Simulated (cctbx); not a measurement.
# Diagnosing a refinement

Cell a = 9.2040 Å, b = 9.2040 Å, c = 6.8090 Å, α = 90.00°, β = 90.00°, γ = 120.00°; space group P6_3/mcm (no. 193).

Simulated single-crystal data (cctbx): Mo Kα, λ = 0.71073 Å, to d = 0.8 Å, 95 % of the full sphere, strongest reflection 40000 counts, noise from counting, a 3 % proportional error and a noise floor of 4 counts (s.d.); no absorption.

An anisotropic refinement with weights 1/σ² prints:

```text
Rint 0.029, 212 unique reflections to 0.80 A
cycle     R1     wR2    GooF  max shift (A)
   1  0.0104  0.0260   2.213   0.00021
   2  0.0064  0.0151   1.288   0.00000
final R1 0.0064 wR2 0.0151 GooF 1.288  parameters 12  data/parameter 17.7
atom        x        y        z      Ueq    occ   su(xyz)  su(Uiso or U11)
Pb1    0.61051  0.00000  0.25000   0.0061  1.000  0.00002  0.0001
Pt1    0.00000  0.00000  0.00000   0.0050  1.000  0.00000  0.0001
Eu1    0.33333  0.66667  0.50000   0.0080  1.000  0.00000  0.0001
Sm1    0.00000  0.22922  0.25000   0.0072  1.000  0.00003  0.0001
difference map: max 0.50 min -0.85 rms 0.14
Q1    0.0000  0.0000  0.1933    4    0.50  1.32 A from Pt1
Q2    0.0816  0.5408  0.0000   12    0.44  2.01 A from Eu1
Q3    0.0000  0.1964  0.6462   12    0.37  1.91 A from Pb1
Q4    0.1088  0.3111  0.9900   24    0.37  1.99 A from Sm1
Q5    0.0000  0.4040  0.1340   12    0.35  1.79 A from Sm1
Q6    0.0000  0.1309  0.1635   12    0.35  1.08 A from Sm1
```

**Question.** Can this result stand? If not, what is the likely fault?

Mend it. The fault: wrong element: Eu1 is Sm. Against the right model at the same level, R1 goes from 0.0051 to 0.0064 and GooF from 0.99 to 1.29. Eu1 has 1 electron too many and its U swells to shed them, as expected (near an absorption edge f′ can widen the mismatch well beyond the difference in Z). The signs are weak, and the output alone doesn't single this fault out.

The compound is Sm5PtPb3. The right model at the same level gives:

```text
Rint 0.029, 212 unique reflections to 0.80 A
cycle     R1     wR2    GooF  max shift (A)
   1  0.0064  0.0155   1.317   0.00005
   2  0.0051  0.0116   0.990   0.00000
final R1 0.0051 wR2 0.0116 GooF 0.990  parameters 12  data/parameter 17.7
atom        x        y        z      Ueq    occ   su(xyz)  su(Uiso or U11)
Pb1    0.61050  0.00000  0.25000   0.0062  1.000  0.00002  0.0001
Pt1    0.00000  0.00000  0.00000   0.0051  1.000  0.00000  0.0001
Sm1    0.33333  0.66667  0.50000   0.0070  1.000  0.00000  0.0001
Sm2    0.00000  0.22920  0.25000   0.0073  1.000  0.00002  0.0001
difference map: max 0.60 min -0.42 rms 0.12
Q1    0.0000  0.0000  0.2500    2    0.60  1.70 A from Pt1
Q2    0.0712  0.5356  0.0000   12    0.49  2.06 A from Pb1
Q3    0.0957  0.3108  0.9934   24    0.39  1.93 A from Sm2
Q4    0.0000  0.1976  0.6483   12    0.38  1.90 A from Pb1
Q5    0.0000  0.1342  0.7500    6    0.36  1.84 A from Sm2
Q6    0.0000  0.4138  0.0993   12    0.35  1.99 A from Sm2
```

This is a model crystal, built by substitution and not relaxed, with assumed displacement parameters.

[Middle refinement cycles are left out of these outputs.]

[Logs are printed without paths, hosts, clocks, repeated set-up lines and the standing remarks that a program may print on its own settings, such as how far it seeks lower states.]
